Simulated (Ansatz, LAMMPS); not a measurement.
# Amorphous Si at 2.22 g/cm^3 (80 atoms): geometry optimisation

Wanted: the relaxed structure of amorphous Si at 2.22 g/cm^3 (80 atoms) and its electronic structure.

Calculated with Ansatz 0.2.0; Kohn-Sham DFT, PBE, PAW (set soft_2), plane waves.

**What experiment says.** Si-Si coordination number quoted from the high-resolution X-ray diffraction study of Laaziri et al (as quoted in “Relationship between diffraction peak, network topology, and amorphous-forming ability in silicon and silica”, 2021, PMC8590056): number of Si about Si 3.9.

Report form: the programs' logs are mostly left out.

In doubt: the hybrid run may have settled on a false gap or state (step 7), so the values of those runs are not to be relied on; a hybrid run on one k-point (step 7), which bears on gaps.

## (1) Set-up

The cell holds 80 atoms: 80 Si. Its edges and angles: a = 11.887 Å, b = 11.887 Å, c = 11.887 Å, α = 90.0°, β = 90.0°, γ = 90.0°. 80 atoms (80 Si) placed at random at 2.22 g/cm³, melted at 2500 K for 10 ps at fixed volume with the modified Tersoff potential (Kumagai, Izumi, Hara and Sakai, Comput. Mater. Sci. 39, 457 (2007)). Quenched from 2500 K to 300 K at 10 K/ps and fixed volume, annealed at 800 K for 20 ps, held 5 ps, then minimised at fixed cell. The density is one point of a scan and needn't be that of the real material.

What the set-up can't give: The quench rate of 10 K/ps is many orders above laboratory rates, so the cell is likely richer in defects and strain than a real sample. The network of bonds at the start is that of the classical potential that made the cell. Only the Γ point is sampled, in a cell whose shortest periodic width is 12 Å.

## (2) The classical run that made the cell

A classical potential supplies the starting structure, since it reaches far longer times than DFT.

This step: classical MD, modified Tersoff potential (Kumagai, Izumi, Hara and Sakai, Comput. Mater. Sci. 39, 457 (2007)) (LAMMPS 22 Jul 2025 - Update 4).

in.lmp reads:

```
# melt-quench of Si80
units metal
atom_style atomic
boundary p p p
region box block 0 11.8874 0 11.8874 0 11.8874
create_box 1 box
mass 1 28.0850   # Si
create_atoms 1 random 80 29723 NULL overlap 1.99 maxtry 2000
pair_style tersoff/mod
pair_coeff * * Si.tersoff.mod Si
neigh_modify delay 0 every 1 check yes
thermo_style custom step time temp pe press density
thermo_modify norm yes
timestep 0.001
thermo 100
min_style cg
minimize 1e-4 1e-4 200 2000
reset_timestep 0
velocity all create 2500 29724 mom yes dist gaussian
fix lim all nve/limit 0.05
fix lan all langevin 2500 2500 0.1 29725 zero yes
thermo 500
run 1000 post no
unfix lim
unfix lan
thermo 1666
fix md all nvt temp 2500 2500 0.1
run 10000 post no
unfix md
thermo 22000
fix md all nvt temp 2500 300 0.1
run 220000 post no
unfix md
thermo 2500
# [... 11 lines left out ...]
thermo 2500
fix md all nvt temp 300 300 0.1
run 5000 post no
unfix md
thermo 100
min_style cg
minimize 0 1e-3 2000 20000
write_dump all custom glass.dump id type xs ys zs modify sort id
```

Run with:

```sh
lmp -in in.lmp -log none -nocite
```

Elapsed: 3.5 min, on 1 thread of Intel Xeon at 2.80GHz (Skylake/Cascade Lake), shared host; peak memory 0.63 GiB.

## (3) Single point at the start

The forces at the start show how far the geometry lies from a minimum of this functional.

input.yaml reads:

```yaml
crystal:
  lattice:
    - [11.8874, 0.0, 0.0]
    - [0.0, 11.8874, 0.0]
    - [0.0, 0.0, 11.8874]
  atoms:
    - { symbol: Si, position: [0.24933, 0.05015, 0.3285] }
    - { symbol: Si, position: [0.21442, 0.57962, 0.74119] }
    - { symbol: Si, position: [0.44544, 0.17321, 0.74995] }
    - { symbol: Si, position: [0.06532, 0.82198, 0.1125] }
    - { symbol: Si, position: [0.46436, 0.97357, 0.8471] }
    - { symbol: Si, position: [0.40759, 0.32306, 0.98758] }
    - { symbol: Si, position: [0.51562, 0.60054, 0.87784] }
    - { symbol: Si, position: [0.84507, 0.51409, 0.02937] }
[... 68 atom lines left out ...]
    - { symbol: Si, position: [0.91531, 0.8473, 0.73084] }
    - { symbol: Si, position: [0.45609, 0.74414, 0.42861] }
    - { symbol: Si, position: [0.409, 0.53354, 0.7224] }
    - { symbol: Si, position: [0.8244, 0.08607, 0.00152] }
kpoints:
  mp_grid: { grid: [1, 1, 1] }
hamiltonian:
  xc: pbe
scf:
  occupations: { method: fermi_dirac, width: 0.025 }
output:
  forces: true
```

Run with:

```sh
ansatz run input.yaml --threads 4 --pin off --max-ram 8192MiB --backend cpu --events-out ev --progress --plain --runs-dir out
```

It took 37 s on 4 threads of Intel Xeon at 2.50GHz (Skylake/Cascade Lake), shared host; peak memory 1.5 GiB; 58 s of CPU time.

Read from the output:

| Property | Result |
| --- | --- |
| free energy | -50846.1447 eV |
| free energy per atom | -635.5768 eV/atom |
| SCF cycles | 9 |
| r.m.s. force component | 0.2192 eV/Å |
| longest force | 0.83 eV/Å |
| Fermi energy | 5.954 eV |

The r.m.s. force component of 0.22 eV/Å sets the starting point.

Neighbours are counted within 2.98 Å (Si-Si).

Length of the force by element and coordination:

```csv
element,coordination,atoms,mean length of the force (eV/Å),spread,least,most
Si,all,80,0.346,0.157,0.0753,0.83
Si,4,70,0.332,0.141,0.0753,0.702
Si,5,10,0.440,0.221,0.209,0.83
```

## (4) Relaxation

With the cell held, the atoms are moved downhill towards a nearby minimum.

Changes to input.yaml since step 3:

```diff
@@ -15 +15,4 @@
   forces: true
+relax:
+  f_tol: 0.04
+  max_steps: 250
```

Run time: 6.5 min. Hardware: 4 threads; peak memory 1.5 GiB; 14 min of CPU time.

Relaxation path:

```csv
step,energy less that of the first step (eV),largest force component (eV/Å)
1,0.0000,0.7973
2,-0.8861,0.2998
3,-1.0865,0.2487
4,-1.1363,0.1711
5,-1.1848,0.4002
6,-1.2520,0.1885
7,-1.3142,0.2982
8,-1.3219,0.2360
9,-1.3775,0.0603
10,-1.3802,0.0484
11,-1.3820,0.0336
12,-1.3852,0.0490
13,-1.3913,0.3646
14,-1.4012,0.2516
15,-1.4465,0.2028
16,-1.4581,0.1140
17,-1.4629,0.0798
18,-1.4637,0.1202
19,-1.4651,0.0111
20,-1.4651,0.0111
```

The atoms that moved most (Å):

```csv
atom,dx,dy,dz,length
Si5,0.109,0.598,-0.091,0.615
Si76,0.394,-0.198,0.091,0.450
Si25,0.176,-0.082,0.311,0.367
Si73,0.317,0.018,0.077,0.327
Si2,-0.235,-0.211,0.009,0.316
Si9,-0.199,0.215,-0.115,0.315
Si3,-0.166,0.081,-0.244,0.305
Si56,0.041,-0.094,0.247,0.268
```

The relaxation changed the energy by -18.3 meV/atom, and atoms moved by 0.18 Å r.m.s., 0.61 Å at most.

## (5) Structure statistics after relaxation

Bonds before and after, by the cutoffs listed below:

```csv
pair,bonds before,bonds after,mean before (Å),mean after (Å),spread before (Å),spread after (Å)
Si-Si,165,161,2.405,2.391,0.079,0.068
```

Density 2.22 g/cm³, 21.00 Å³ an atom.

Pair distribution function in bins of 0.1 Å:

```csv
r (Å),total
2.15,0.00
2.25,0.24
2.35,8.12
2.45,2.86
2.55,0.39
2.65,0.12
2.75,0.06
2.85,0.00
2.95,0.05
3.05,0.05
3.15,0.21
3.25,0.28
3.35,0.48
3.45,0.88
3.55,1.26
3.65,1.82
3.75,1.90
3.85,2.23
3.95,1.50
4.05,1.61
4.15,1.31
4.25,1.27
4.35,0.77
4.45,0.93
4.55,0.75
4.65,0.58
4.75,0.61
4.85,0.83
4.95,0.65
5.05,0.82
5.15,0.76
5.25,0.88
5.35,1.01
5.45,0.89
5.55,1.11
5.65,1.26
5.75,1.49
5.85,1.11
```

Bonds by pair of elements; cutoffs follow the first minimum of g(r), held within bounds set by covalent radii, and pairs that aren't listed don't count as bonded:

```csv
pair A-B,cutoff (Å),bonds,mean length (Å),spread (Å),shortest (Å),B about A,A about B
Si-Si,2.88,161,2.39,0.068,2.29,4.03,4.03
```

How many atoms have how many bonded neighbours:

```csv
element,mean,3,4,5
Si,4.03,1,76,3
```

Bond angles, per cent of each kind in bins of 5°:

```csv
angle (°),Si-Si-Si
70–75,0.4
75–80,0.4
80–85,1.4
85–90,2.7
90–95,6.5
95–100,12.1
100–105,16.0
105–110,18.0
110–115,13.1
115–120,12.5
120–125,7.4
125–130,4.7
130–135,2.7
135–140,0.8
140–145,0.8
145–150,0.2
150–155,0.0
155–160,0.2
160–165,0.0
165–170,0.2
```

Bond angles (no mean is given where the spread exceeds 20°):

```csv
angle,count,mean (°),spread (°)
Si-Si-Si,489,109,12.4
```

Bond length by coordination (bonds to H left out):

```csv
element,coordination,atoms,mean bond length (Å)
Si,3,1,2.46
Si,4,76,2.39
Si,5,3,2.46
```

Rings of the network by King's shortest-path rule, up to 12 atoms, one path for each pair of neighbours; H, halogens, alkali and alkaline-earth atoms are left out, and the last column divides by all other atoms, bonded or not:

```csv
ring size (atoms),rings,per network atom
4,3,0.038
5,45,0.562
6,64,0.8
7,26,0.325
8,7,0.088
```

The first peak of g(r) lies near 2.4 Å. By these cutoffs 95 % of Si atoms have 4 bonded neighbours. The Si-Si-Si angle averages 109° with a spread of 12°. Bonds at Si atoms with 4 neighbours average 2.39 Å, against 2.46 Å at those with 5. Rings of 6 atoms are the most common (44 % of those counted); sizes run from 4 to 8.

## (6) Single point at the relaxed geometry

One more single point at the end of the walk gives the fuller output and checks the residual forces.

input.yaml reads:

```yaml
crystal:
  lattice:
    - [11.8874, 0.0, 0.0]
    - [0.0, 11.8874, 0.0]
    - [0.0, 0.0, 11.8874]
  atoms:
    - { symbol: Si, position: [0.24669, 0.0388, 0.33296] }
    - { symbol: Si, position: [0.19468, 0.56184, 0.74194] }
    - { symbol: Si, position: [0.43149, 0.17999, 0.72946] }
    - { symbol: Si, position: [0.05888, 0.81769, 0.11919] }
    - { symbol: Si, position: [0.47357, 0.02386, 0.83942] }
    - { symbol: Si, position: [0.42312, 0.31854, 0.99579] }
    - { symbol: Si, position: [0.50613, 0.60804, 0.87727] }
    - { symbol: Si, position: [0.84792, 0.51418, 0.01792] }
[... 68 atom lines left out ...]
    - { symbol: Si, position: [0.91028, 0.85537, 0.72596] }
    - { symbol: Si, position: [0.45424, 0.74419, 0.43098] }
    - { symbol: Si, position: [0.39955, 0.53716, 0.71826] }
    - { symbol: Si, position: [0.82244, 0.08623, 0.00155] }
kpoints:
  mp_grid: { grid: [1, 1, 1] }
hamiltonian:
  xc: pbe
scf:
  occupations: { method: fermi_dirac, width: 0.025 }
output:
  forces: true
  stress: true
  populations: true
  dos:
    method: { smearing: { sigma: 0.08 } }
    de: 0.05
    projected: { site_lists: { Si: [Si] } }
  eigenvalues: true
  write_density: true
  write_potential: true
  volumetric_format: npy
```

Elapsed: 37 s, on 4 threads; peak memory 1.5 GiB.

The run gave:

| Quantity | Value |
| --- | --- |
| free energy | -50847.6099 eV |
| free energy per atom | -635.5951 eV/atom |
| SCF cycles | 8 |
| pressure | -0.2754 GPa |
| r.m.s. force component | 0.00307 eV/Å |
| longest force | 0.01483 eV/Å |
| Fermi energy | 5.813 eV |
| gap (highest filled to lowest empty level) | 0.2814 eV |
| spilling of the projection | 0.01108 |

The mean of these charges, 0.044 e, is only the charge that the projection spills.

Löwdin charges by element and coordination (they lack the spilled electrons, 0.044 e an atom on average):

```csv
element,coordination,atoms,mean charge (e),spread,least,most
Si,all,80,0.0443,0.019,0.003,0.106
Si,3,1,0.0049,0,0.0049,0.0049
Si,4,76,0.0452,0.0189,0.003,0.106
Si,5,3,0.0347,8.0e-4,0.0338,0.0358
```

States in the cell by windows of 1 eV, zero at the Fermi level; the larger projections on atomic orbitals stand beside the total:

```csv
from (eV),to (eV),total,Si p,Si s
-13,-12,1.8,0.1,1.7
-12,-11,10.2,2.6,7.6
-11,-10,21.7,6.6,15.0
-10,-9,18.9,6.3,12.5
-9,-8,22.6,7.8,14.6
-8,-7,22.4,9.2,13.1
-7,-6,21.6,11.7,9.7
-6,-5,22.4,14.4,7.8
-5,-4,22.0,17.4,4.4
-4,-3,37.2,31.9,4.9
-3,-2,52.2,47.8,3.7
-2,-1,45.8,42.6,2.4
-1,0,21.1,19.0,1.5
0,1,13.2,8.8,3.4
1,2,37.8,23.9,9.0
2,3,50.6,32.3,9.5
```

The levels nearest the highest filled one (over half full), pooled over k-points and spins:

```csv
level less the highest filled one (eV),occupation
-0.534,2
-0.481,2
-0.327,2
-0.288,2
-0.200,2
0,1.99
0.281,0.007
0.616,0
0.666,0
0.924,0
0.970,0
1.07,0
```

Electrostatic potential energy in the ac plane at fractional y = 0.024, with atoms of Si within 0.2 Å of it. With pseudopotentials it is smooth inside the atoms' cores, unlike the true potential.

Ten even steps from '0' (-45 eV) to '9' (10 eV), each cell a mean:
```
778887889999999999999999987678998
778999999999998889999999998889998
889999999999974225899999999999998
889999999999961002799999999999998
247999899999973014899999999999863
005886568999998778999999999999840
026873026899999999999999999999851
678874247899999999888999999999987
999998788899999999888999999999999
999999999999999999999999999999999
999999999999989999999999987789999
999999999998656899999999742368999
999999999986202689999998620058999
999999988887323799999999853478999
999999743578878899999999988887568
899998400058999999865689999862004
899998510168999998500158999861003
999999866789999998400058999985447
999999998889999888753589888899899
999999986447887535788899888899999
999999974115884000589999999999999
999988886447885101689999999999999
999865688889998767899999988788999
888754589999999999999999986568999
```
Columns run along a (11.9 Å; values clipped at the 3rd and 97th percentile), rows up along c (11.9 Å). Atoms in or near the plane, at fractional coordinates: Si at (0.25, 0.33), Si at (0.47, 0.84), Si at (0.00, 0.75), Si at (0.49, 0.12), Si at (0.61, 0.28), Si at (0.92, 0.32).

Valence density in the ac plane at fractional y = 0.024, with atoms of Si within 0.2 Å of it. It is the smooth field of the valence electrons, not physical close to the nuclei.

Values in e/Å³, 13 rows by 16 columns, each cell a mean:
```
0.32 0.37 0.27 0.15 0.07 0.04 0.08 0.19 0.20 0.09 0.07 0.19 0.40 0.32 0.21 0.22
0.33 0.18 0.08 0.07 0.05 0.07 0.22 0.26 0.32 0.13 0.04 0.07 0.09 0.08 0.09 0.23
0.32 0.30 0.20 0.18 0.11 0.09 0.26 0.28 0.29 0.14 0.05 0.03 0.02 0.03 0.13 0.30
0.27 0.47 0.40 0.34 0.26 0.09 0.10 0.17 0.24 0.28 0.16 0.05 0.02 0.05 0.19 0.32
0.16 0.16 0.23 0.38 0.32 0.14 0.07 0.08 0.22 0.45 0.29 0.08 0.04 0.08 0.14 0.19
0.02 0.02 0.05 0.12 0.18 0.21 0.22 0.15 0.12 0.17 0.14 0.13 0.21 0.22 0.13 0.05
0.02 0.02 0.03 0.06 0.12 0.28 0.37 0.32 0.12 0.09 0.12 0.27 0.34 0.29 0.18 0.05
0.09 0.08 0.14 0.23 0.31 0.40 0.33 0.25 0.14 0.17 0.16 0.18 0.28 0.42 0.37 0.19
0.24 0.13 0.25 0.29 0.26 0.31 0.14 0.08 0.17 0.32 0.29 0.15 0.12 0.30 0.27 0.28
0.14 0.06 0.11 0.30 0.42 0.21 0.07 0.11 0.33 0.27 0.29 0.31 0.22 0.32 0.34 0.25
0.03 0.03 0.07 0.25 0.38 0.32 0.28 0.30 0.45 0.38 0.23 0.22 0.24 0.21 0.13 0.06
0.04 0.10 0.23 0.43 0.39 0.34 0.39 0.26 0.28 0.21 0.07 0.09 0.19 0.17 0.07 0.03
0.19 0.35 0.37 0.37 0.22 0.11 0.12 0.21 0.26 0.13 0.07 0.15 0.36 0.32 0.18 0.13
```
Columns run along a (11.9 Å), rows up along c (11.9 Å). Atoms in or near the plane, at fractional coordinates: Si at (0.25, 0.33), Si at (0.47, 0.84), Si at (0.00, 0.75), Si at (0.49, 0.12), Si at (0.61, 0.28), Si at (0.92, 0.32).

Löwdin charges run from +0.00 to +0.11 e, about a mean that is the spilled charge alone. Within 0.4 eV of the Fermi level the largest share is Si p (87 % of the projected weight).

Local excerpt of 11 atoms (numbers count through the whole input) about Si23, which has 5 bonded neighbours where the commonest count for Si is 4; x, y, z are measured from there.

```csv
atom,x,y,z,distance (Å),bonds,Löwdin charge (e)
Si23,0.00,0.00,0.00,0.00,5,0.04
Si22,1.61,-1.07,1.35,2.36,4,0.08
Si26,0.20,2.35,-0.23,2.37,4,0.09
Si60,-1.93,-0.55,-1.29,2.38,4,0.05
Si28,1.54,-0.62,-1.81,2.45,4,0.02
Si5,-1.31,1.07,2.08,2.68,3,0.00
Si3,-1.81,2.92,0.77,3.52,4,0.04
Si41,-2.19,1.53,-2.44,3.62,4,0.03
Si48,0.21,2.47,-2.65,3.63,5,0.03
Si69,2.58,1.45,-2.22,3.70,4,0.03
Si35,1.07,-3.36,1.31,3.77,4,0.03
```

The column of bonds counts only the pairs Si-Si within 2.88 Å; other neighbours, such as metal atoms beside each other in a compound, aren't counted, and periodic images can show an atom twice.

## (7) Functional HSE06

HSE06 mixes in a quarter of exact exchange at short range, which counters self-interaction, at a higher cost.

This step: Kohn-Sham DFT, HSE06, PAW (set soft_2), plane waves (Ansatz 0.2.0).

Changes to input.yaml since step 6:

```diff
@@ -10,3 +10,3 @@
 hamiltonian:
-  xc: pbe
+  xc: hse06
 scf:
@@ -22,4 +22 @@
   eigenvalues: true
-  write_density: true
-  write_potential: true
-  volumetric_format: npy
```

The job ended after 7 min (4 threads; peak memory 3.7 GiB; 24 min of CPU time).

The program notes that the gap may close elsewhere in the zone, the gap was narrow in the semilocal warm-up, the exchange threshold is loose for the stress and the SCF threshold is loose for the stress.

Geometry and reference: those of the single point at the relaxed geometry.

Forces differ from those of the single point at the relaxed geometry by 57 meV/Å r.m.s.; the pressure by -1.6 GPa and the gap by +0.12 eV. It took 7 min and 26 cycles; the reference's time can't be set against it, since the two runs asked for unlike analyses.

The run gave:

```
free energy                                      : -50883.6613 eV
free energy per atom                             : -636.0458 eV/atom
SCF cycles                                       : 26
pressure                                         : -1.831 GPa
r.m.s. force component                           : 0.05661 eV/Å
longest force                                    : 0.2693 eV/Å
Fermi energy                                     : 5.768 eV
gap (highest filled to lowest empty level) : 0.4046 eV
spilling of the projection                       : 0.01118
```

[end of part 1 of 2]

[Logs are printed without paths, hosts, clocks, repeated set-up lines and the standing remarks that a program may print on its own settings, such as how far it seeks lower states.]

[Hosts, paths, dates, database ids (printed as entryN), source tags and the programs' standing remarks are cut or masked in the printed files.]
